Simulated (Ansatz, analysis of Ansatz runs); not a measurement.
# Li2SnF6 (P-31m), nudged elastic band: V_Li hop (2.9 Å) (q = −1)

Aim: the barrier of one jump in Li2SnF6 (P-31m) at charge −1: V_Li hop (2.9 Å). The model is a cell of 72 host atoms with 1 Li taken out; Li is the atom that moves.

Main program and level: Ansatz 0.2.0; plane-wave PAW DFT, PBEsol; nudged elastic band between two relaxed defect structures at fixed charge in a uniform background.

This is a report of a sequence of runs, with most program output left out.

## (1) Starting point

The cell holds 71 atoms: 15 Li, 8 Sn and 48 F. Its edges and angles: a = 9.926 Å, b = 9.926 Å, c = 9.129 Å, α = 90.0°, β = 90.0°, γ = 120.0°. It derives from Li2SnF6 (space group P-31m). Nearest the centre at fractional (0.500, 0.250, 0.750): F53 at 1.42 Å, F52 at 1.42 Å, Li10 at 1.43 Å, F48 at 2.46 Å, F15 at 2.46 Å, F69 at 2.46 Å, F14 at 2.46 Å, F49 at 3.21 Å. The cell carries charge −1.

The cell's shortest repeat is 9.1 Å.

## (2) Relaxation of the start point, charge −1

The ends come first: from an unrelaxed start the top is counted from too high an energy, and the barrier comes out too low. Small random displacements break the symmetry of the ideal sites, so that the defect can distort if it gains by it. The charge of −1 is set by the electron count, and a uniform background keeps the cell neutral.

Contents of qm1.start/input.yaml:

```yaml
crystal:
  lattice:
    - [9.92600377, 6.0e-08, 0.0]
    - [-4.96300194, 8.5961714, 0.0]
    - [0.0, 0.0, 9.1294056]
  atoms:
    - { symbol: Li, position: [0.33333333, 0.16666667, 0.25] }
    - { symbol: Li, position: [0.16666667, 0.33333333, 0.25] }
    - { symbol: Sn, position: [0.0, 0.0, 0.0] }
    - { symbol: F, position: [0.16302591, 0.16302591, 0.12665251] }
    - { symbol: F, position: [0.33697409, 0.33697409, 0.37334749] }
    - { symbol: F, position: [0.33697409, 0.0, 0.12665251] }
    - { symbol: F, position: [0.16302591, 0.0, 0.37334749] }
    - { symbol: F, position: [0.0, 0.33697409, 0.12665251] }
    - { symbol: F, position: [0.0, 0.16302591, 0.37334749] }
    - { symbol: Li, position: [0.33333333, 0.16666667, 0.75] }
    - { symbol: Li, position: [0.16666667, 0.33333333, 0.75] }
    - { symbol: Sn, position: [0.0, 0.0, 0.5] }
    - { symbol: F, position: [0.16302591, 0.16302591, 0.62665251] }
    - { symbol: F, position: [0.33697409, 0.33697409, 0.87334749] }
    - { symbol: F, position: [0.33697409, 0.0, 0.62665251] }
    - { symbol: F, position: [0.16302591, 0.0, 0.87334749] }
    - { symbol: F, position: [0.0, 0.33697409, 0.62665251] }
    - { symbol: F, position: [0.0, 0.16302591, 0.87334749] }
    - { symbol: Li, position: [0.33333333, 0.66666667, 0.25] }
    - { symbol: Li, position: [0.16666667, 0.83333333, 0.25] }
    - { symbol: Sn, position: [0.0, 0.5, 0.0] }
    - { symbol: F, position: [0.16302591, 0.66302591, 0.12665251] }
    - { symbol: F, position: [0.33697409, 0.83697409, 0.37334749] }
    - { symbol: F, position: [0.33697409, 0.5, 0.12665251] }
    - { symbol: F, position: [0.16302591, 0.5, 0.37334749] }
    - { symbol: F, position: [0.0, 0.83697409, 0.12665251] }
    - { symbol: F, position: [0.0, 0.66302591, 0.37334749] }
    - { symbol: Li, position: [0.33333333, 0.66666667, 0.75] }
    - { symbol: Li, position: [0.16666667, 0.83333333, 0.75] }
    - { symbol: Sn, position: [0.0, 0.5, 0.5] }
    - { symbol: F, position: [0.16302591, 0.66302591, 0.62665251] }
    - { symbol: F, position: [0.33697409, 0.83697409, 0.87334749] }
    - { symbol: F, position: [0.33697409, 0.5, 0.62665251] }
    - { symbol: F, position: [0.16302591, 0.5, 0.87334749] }
    - { symbol: F, position: [0.0, 0.83697409, 0.62665251] }
    - { symbol: F, position: [0.0, 0.66302591, 0.87334749] }
    - { symbol: Li, position: [0.83333333, 0.16666667, 0.25] }
    - { symbol: Li, position: [0.66666667, 0.33333333, 0.25] }
    - { symbol: Sn, position: [0.5, 0.0, 0.0] }
    - { symbol: F, position: [0.66302591, 0.16302591, 0.12665251] }
    - { symbol: F, position: [0.83697409, 0.33697409, 0.37334749] }
    - { symbol: F, position: [0.83697409, 0.0, 0.12665251] }
    - { symbol: F, position: [0.66302591, 0.0, 0.37334749] }
    - { symbol: F, position: [0.5, 0.33697409, 0.12665251] }
    - { symbol: F, position: [0.5, 0.16302591, 0.37334749] }
    - { symbol: Li, position: [0.83333333, 0.16666667, 0.75] }
    - { symbol: Sn, position: [0.5, 0.0, 0.5] }
    - { symbol: F, position: [0.66302591, 0.16302591, 0.62665251] }
    - { symbol: F, position: [0.83697409, 0.33697409, 0.87334749] }
    - { symbol: F, position: [0.83697409, 0.0, 0.62665251] }
    - { symbol: F, position: [0.66302591, 0.0, 0.87334749] }
    - { symbol: F, position: [0.5, 0.33697409, 0.62665251] }
    - { symbol: F, position: [0.5, 0.16302591, 0.87334749] }
    - { symbol: Li, position: [0.83333333, 0.66666667, 0.25] }
    - { symbol: Li, position: [0.66666667, 0.83333333, 0.25] }
    - { symbol: Sn, position: [0.5, 0.5, 0.0] }
    - { symbol: F, position: [0.66302591, 0.66302591, 0.12665251] }
    - { symbol: F, position: [0.83697409, 0.83697409, 0.37334749] }
    - { symbol: F, position: [0.83697409, 0.5, 0.12665251] }
    - { symbol: F, position: [0.66302591, 0.5, 0.37334749] }
    - { symbol: F, position: [0.5, 0.83697409, 0.12665251] }
    - { symbol: F, position: [0.5, 0.66302591, 0.37334749] }
    - { symbol: Li, position: [0.83333333, 0.66666667, 0.75] }
    - { symbol: Li, position: [0.66666667, 0.83333333, 0.75] }
    - { symbol: Sn, position: [0.5, 0.5, 0.5] }
    - { symbol: F, position: [0.66302591, 0.66302591, 0.62665251] }
    - { symbol: F, position: [0.83697409, 0.83697409, 0.87334749] }
    - { symbol: F, position: [0.83697409, 0.5, 0.62665251] }
    - { symbol: F, position: [0.66302591, 0.5, 0.87334749] }
    - { symbol: F, position: [0.5, 0.83697409, 0.62665251] }
    - { symbol: F, position: [0.5, 0.66302591, 0.87334749] }
total_charge: -1
basis:
  ecutwfc: 420
  xc_grid: 2
hamiltonian:
  xc: pbesol
kpoints:
  mp_grid: { grid: [1, 1, 1], shift: [0.25, 0.25, 0.25] }
scf:
  occupations: { method: fixed }
  max_iter: 120
output:
  forces: true
relax:
  f_tol: 0.02
  max_steps: 70
  random_displacement: { amplitude: 0.03, seed: 7782 }
```

Launch:

```sh
$ ansatz run input.yaml --threads 4 --pin off --max-ram 14131MiB --backend cpu --events-out ev --progress --plain --runs-dir out
```

Elapsed: 56 s, on 4 threads of Arm Neoverse V1, shared host; peak memory 1.5 GiB; 3.4 min of CPU time.

Relaxation path:

```tsv
step	energy less that of the first step (eV)	largest force component (eV/Å)
1	0.0000	1.5308
2	-0.5139	0.4260
3	-0.6597	0.0860
4	-0.6646	0.0110
5	-0.6646	0.0110
```

The atoms that moved most (Å, from the sites as typed, ahead of the random displacement):

```tsv
atom	dx	dy	dz	length
Li10	0.151	0.088	0.000	0.175
Li46	-0.152	0.088	0.000	0.175
Li63	-0.001	-0.173	0.000	0.173
F49	0.063	-0.022	0.064	0.093
F52	-0.063	-0.021	-0.064	0.093
F48	0.050	-0.045	-0.063	0.092
F69	-0.014	0.065	0.063	0.092
F68	0.015	0.065	-0.062	0.091
```

Neighbours of Li10 at the end:

```tsv
atom	distance (Å)
F53	1.899
F52	1.899
F14	2.036
F15	2.037
F13	2.146
F16	2.147
Li11	2.952
Li29	2.953
```

Read from the output:

| Item | Value |
| --- | --- |
| free energy | -89119.1792 eV |
| r.m.s. move of the farther half of the atoms | 0.01696 Å |
| largest move from the ideal geometry of this structure, a common shift of the far atoms taken out | 0.1758 Å |

The relaxation gained 0.665 eV and ended with a largest force component of 0.011 eV/Å.

## (3) Relaxation of the end point, charge −1

The end point is relaxed in the same cell and settings, so that the two energies compare. Atoms more than 3.2 Å from the middle of the hop start where the first relaxation left them, the nearer ones on or close to their ideal places, with small random displacements.

Contents of qm1.end/input.yaml:

```yaml
crystal:
  lattice:
    - [9.92600377, 6.0e-08, 0.0]
    - [-4.96300194, 8.5961714, 0.0]
    - [0.0, 0.0, 9.1294056]
  atoms:
    - { symbol: Li, position: [0.33277004, 0.16642216, 0.24991656] }
    - { symbol: Li, position: [0.16624315, 0.33311471, 0.24991587] }
[... 7 atom lines left out ...]
    - { symbol: Li, position: [0.666667, 0.333333, 0.75] }
[... 2 atom lines left out ...]
    - { symbol: F, position: [0.16292302, 0.16316319, 0.62664733] }
    - { symbol: F, position: [0.33697409, 0.33697409, 0.87334749] }
    - { symbol: F, position: [0.33697409, 0.0, 0.62665251] }
    - { symbol: F, position: [0.16292709, -0.00034133, 0.8732708] }
[... 22 atom lines left out ...]
    - { symbol: Sn, position: [0.49877713, -0.00037749, 0.00017327] }
[... 8 atom lines left out ...]
    - { symbol: F, position: [0.66302591, 0.16302591, 0.62665251] }
    - { symbol: F, position: [0.84169985, 0.33427941, 0.88037552] }
[... 2 atom lines left out ...]
    - { symbol: F, position: [0.5, 0.33697409, 0.62665251] }
    - { symbol: F, position: [0.5, 0.16302591, 0.87334749] }
[... 14 atom lines left out ...]
    - { symbol: F, position: [0.84186559, 0.50739462, 0.61987509] }
    - { symbol: F, position: [0.66302591, 0.5, 0.87334749] }
[... 1 atom line left out ...]
    - { symbol: F, position: [0.49843661, 0.66432103, 0.87430371] }
total_charge: -1
basis:
  ecutwfc: 420
  xc_grid: 2
hamiltonian:
  xc: pbesol
kpoints:
  mp_grid: { grid: [1, 1, 1], shift: [0.25, 0.25, 0.25] }
scf:
  occupations: { method: fixed }
  max_iter: 120
output:
  forces: true
relax:
  f_tol: 0.02
  max_steps: 70
  random_displacement: { amplitude: 0.01, seed: 7782 }
```

Wall time 46 s (4 threads); peak memory 1.5 GiB.

The steps of the relaxation:

```tsv
step	energy less that of the first step (eV)	largest force component (eV/Å)
1	0.0000	1.4336
2	-0.5520	0.4304
3	-0.7209	0.0625
4	-0.7244	0.0138
```

The atoms that moved most (Å, from the sites as typed, ahead of the random displacement):

```tsv
atom	dx	dy	dz	length
Li10	-0.159	-0.091	0.000	0.184
Li11	0.155	-0.079	-0.002	0.174
Li29	0.008	0.173	0.000	0.174
Li46	0.150	-0.076	0.000	0.168
Li63	0.011	0.167	0.000	0.167
F49	-0.065	0.018	-0.064	0.093
F15	0.009	-0.066	-0.063	0.092
F13	-0.064	0.018	-0.064	0.092
```

Neighbours of Li10 at the end:

```tsv
atom	distance (Å)
F53	1.896
F52	1.896
F69	2.035
F48	2.037
F68	2.149
F49	2.150
Li46	2.953
Li63	2.953
```

Read from the output:

| Quantity | Value |
| --- | --- |
| free energy | -89119.1793 eV |
| r.m.s. move of the farther half of the atoms | 0.01693 Å |
| largest move from the ideal geometry of this structure, a common shift of the far atoms taken out | 0.1804 Å |

The relaxation gained 0.724 eV and ended with a largest force component of 0.014 eV/Å. The end lies within 1 meV of the start.

## (4) Nudged elastic band, charge −1

5 movable images are laid between the ends on a pair-potential path, which keeps atoms from colliding in the first guess. Each image feels the true force across the path and a spring force along it. The highest image is set to climb to the top of the path.

This step: plane-wave PAW DFT, PBEsol; nudged elastic band between two relaxed defect structures at fixed charge in a uniform background.

Contents of qm1.neb/input.yaml:

```yaml
crystal:
  lattice:
    - [9.92600377, 6.0e-08, 0.0]
    - [-4.96300194, 8.5961714, 0.0]
    - [0.0, 0.0, 9.1294056]
  atoms:
    - { symbol: Li, position: [0.33319919, 0.1664725, 0.24982812] }
    - { symbol: Li, position: [0.1666723, 0.33316505, 0.24982743] }
    - { symbol: Sn, position: [7.324e-05, -0.00018825, -0.00201265] }
    - { symbol: F, position: [0.16263435, 0.16209237, 0.12630787] }
    - { symbol: F, position: [0.33515113, 0.33841665, 0.36977377] }
    - { symbol: F, position: [0.33527981, -0.00347369, 0.12986382] }
    - { symbol: F, position: [0.16260427, 0.00016894, 0.37327548] }
    - { symbol: F, position: [0.00340508, 0.33841591, 0.13006355] }
    - { symbol: F, position: [-0.00029505, 0.16196556, 0.37332929] }
    - { symbol: Li, position: [0.3538001, 0.17685177, 0.74988373] }
    - { symbol: Li, position: [0.16604316, 0.33195057, 0.7500637] }
    - { symbol: Sn, position: [0.00011904, -0.00017865, 0.501753] }
    - { symbol: F, position: [0.16335217, 0.16321353, 0.62655889] }
    - { symbol: F, position: [0.33660047, 0.3379789, 0.87407794] }
    - { symbol: F, position: [0.3365176, -0.00161596, 0.62570727] }
    - { symbol: F, position: [0.16335624, -0.00029099, 0.87318236] }
    - { symbol: F, position: [0.0015185, 0.33791605, 0.6258346] }
    - { symbol: F, position: [0.00023531, 0.16319431, 0.87315231] }
    - { symbol: Li, position: [0.33335858, 0.66654989, 0.24969934] }
    - { symbol: Li, position: [0.1667709, 0.83321619, 0.24986651] }
    - { symbol: Sn, position: [0.00027251, 0.49918785, 0.00022878] }
    - { symbol: F, position: [0.16392095, 0.6628927, 0.12648538] }
    - { symbol: F, position: [0.33697895, 0.83596558, 0.3732938] }
    - { symbol: F, position: [0.33698724, 0.50079504, 0.12640597] }
    - { symbol: F, position: [0.1639665, 0.50071108, 0.3734051] }
    - { symbol: F, position: [-0.0002355, 0.83731024, 0.12640184] }
    - { symbol: F, position: [0.00344357, 0.66476617, 0.36988096] }
    - { symbol: Li, position: [0.33346843, 0.66659835, 0.749913] }
    - { symbol: Li, position: [0.16612411, 0.83379074, 0.7499596] }
    - { symbol: Sn, position: [0.00041007, 0.50089747, 0.49966212] }
    - { symbol: F, position: [0.16575122, 0.66434454, 0.62565278] }
    - { symbol: F, position: [0.33577687, 0.83428359, 0.87414276] }
    - { symbol: F, position: [0.33570694, 0.50115403, 0.62561969] }
    - { symbol: F, position: [0.1656337, 0.50105372, 0.87433382] }
    - { symbol: F, position: [0.0001841, 0.83656452, 0.62661885] }
    - { symbol: F, position: [0.00154317, 0.66338162, 0.87411864] }
    - { symbol: Li, position: [0.83344511, 0.16645908, 0.25005952] }
    - { symbol: Li, position: [0.66676208, 0.33327454, 0.24991329] }
    - { symbol: Sn, position: [0.49920628, -0.00032715, 8.483e-05] }
    - { symbol: F, position: [0.66275549, 0.1611276, 0.12879124] }
    - { symbol: F, position: [0.83886031, 0.33729905, 0.3710855] }
    - { symbol: F, position: [0.83784458, 0.00012109, 0.12637151] }
    - { symbol: F, position: [0.66144021, -0.00349429, 0.3697222] }
    - { symbol: F, position: [0.498632, 0.33739362, 0.12887598] }
    - { symbol: F, position: [0.49864789, 0.16102674, 0.37081359] }
    - { symbol: Li, position: [0.82325413, 0.17679651, 0.7499386] }
    - { symbol: Sn, position: [0.5006663, -0.00039634, 0.49958734] }
    - { symbol: F, position: [0.66549392, 0.15767948, 0.61959285] }
    - { symbol: F, position: [0.842129, 0.33432975, 0.88028708] }
    - { symbol: F, position: [0.83674394, -0.00022877, 0.62651503] }
    - { symbol: F, position: [0.66213426, -0.0015272, 0.87393368] }
    - { symbol: F, position: [0.49249217, 0.33444894, 0.6194867] }
    - { symbol: F, position: [0.49258651, 0.15779621, 0.88003096] }
    - { symbol: Li, position: [0.83347963, 0.66673578, 0.25007467] }
    - { symbol: Li, position: [0.66671452, 0.83324855, 0.24993638] }
    - { symbol: Sn, position: [0.50074628, 0.50095566, 0.00019534] }
    - { symbol: F, position: [0.66156724, 0.66482179, 0.12997748] }
    - { symbol: F, position: [0.83787451, 0.83724838, 0.37342209] }
    - { symbol: F, position: [0.83885308, 0.50126086, 0.12899175] }
    - { symbol: F, position: [0.66268751, 0.5013048, 0.3709597] }
    - { symbol: F, position: [0.49925402, 0.83601846, 0.12630756] }
    - { symbol: F, position: [0.49918491, 0.6628895, 0.37319083] }
    - { symbol: Li, position: [0.82325989, 0.64637959, 0.74989889] }
    - { symbol: Li, position: [0.66816502, 0.83400539, 0.7497438] }
    - { symbol: Sn, position: [0.49907126, 0.49923348, 0.49953661] }
    - { symbol: F, position: [0.66206214, 0.66340807, 0.62561219] }
    - { symbol: F, position: [0.83668094, 0.83660694, 0.87310986] }
    - { symbol: F, position: [0.84229474, 0.50744496, 0.61978666] }
    - { symbol: F, position: [0.66545803, 0.50749032, 0.88013451] }
    - { symbol: F, position: [0.49890913, 0.83424475, 0.62541813] }
    - { symbol: F, position: [0.49886576, 0.66437137, 0.87421527] }
total_charge: -1
basis:
  ecutwfc: 420
  xc_grid: 2
hamiltonian:
  xc: pbesol
kpoints:
  mp_grid: { grid: [1, 1, 1], shift: [0.25, 0.25, 0.25] }
scf:
  occupations: { method: fixed }
  max_iter: 120
output:
  forces: true
neb:
  images: 5
  f_tol: 0.04
  climbing: true
  initial_path: idpp
  max_iterations: 45
  order_check: true
  final_atoms:
    - { symbol: Li, position: [0.33420346, 0.16699838, 0.24994799] }
    - { symbol: Li, position: [0.16752183, 0.33358551, 0.24991206] }
[... 7 atom lines left out ...]
    - { symbol: Li, position: [0.64658098, 0.32318109, 0.74995093] }
[... 2 atom lines left out ...]
    - { symbol: F, position: [0.15881344, 0.16573008, 0.61959858] }
    - { symbol: F, position: [0.33538893, 0.34223839, 0.88013414] }
    - { symbol: F, position: [0.33532027, -0.00728028, 0.6196639] }
    - { symbol: F, position: [0.1587648, -0.00725716, 0.8801799] }
[... 22 atom lines left out ...]
    - { symbol: Sn, position: [0.501953, 0.00097633, 0.00013081] }
[... 8 atom lines left out ...]
    - { symbol: F, position: [0.66403806, 0.1620666, 0.62587116] }
    - { symbol: F, position: [0.83752786, 0.33684987, 0.87326646] }
[... 2 atom lines left out ...]
    - { symbol: F, position: [0.5083383, 0.34226314, 0.61953523] }
    - { symbol: F, position: [0.50836923, 0.16567097, 0.88020779] }
[... 14 atom lines left out ...]
    - { symbol: F, position: [0.83757926, 0.50035644, 0.62666804] }
    - { symbol: F, position: [0.66407953, 0.50165236, 0.87392056] }
[... 1 atom line left out ...]
    - { symbol: F, position: [0.50189938, 0.66591996, 0.87413522] }
```

Wall time 23 min (4 threads); peak memory 5.4 GiB.

The path, image by image:

```tsv
image	path (Å)	energy (eV)	Li10: x, y, z (Å)
0	0.000	0.0000	2.634, 1.520, 6.846
1	0.505	0.1147	2.912, 1.818, 6.938
2	1.010	0.3186	3.172, 2.197, 7.062
3	1.514	0.3611	3.493, 2.553, 7.154
4	2.018	0.3195	3.961, 2.653, 7.062
5	2.522	0.1161	4.418, 2.688, 6.938
6	3.026	-0.0001	4.814, 2.778, 6.847
```

Read from the output:

| Property | Result |
| --- | --- |
| free energy | -89118.8180 eV |
| barrier forward | 0.3611 eV |
| barrier backward | 0.3612 eV |
| end less start | -1.03e-4 eV |
| hop length | 2.517 Å |

[end of part 1 of 2]

[Logs are printed without paths, hosts, clocks, repeated set-up lines and the standing remarks that a program may print on its own settings, such as how far it seeks lower states.]

[Hosts, paths, dates, database ids (printed as entryN), source tags and the programs' standing remarks are cut or masked in the printed files.]
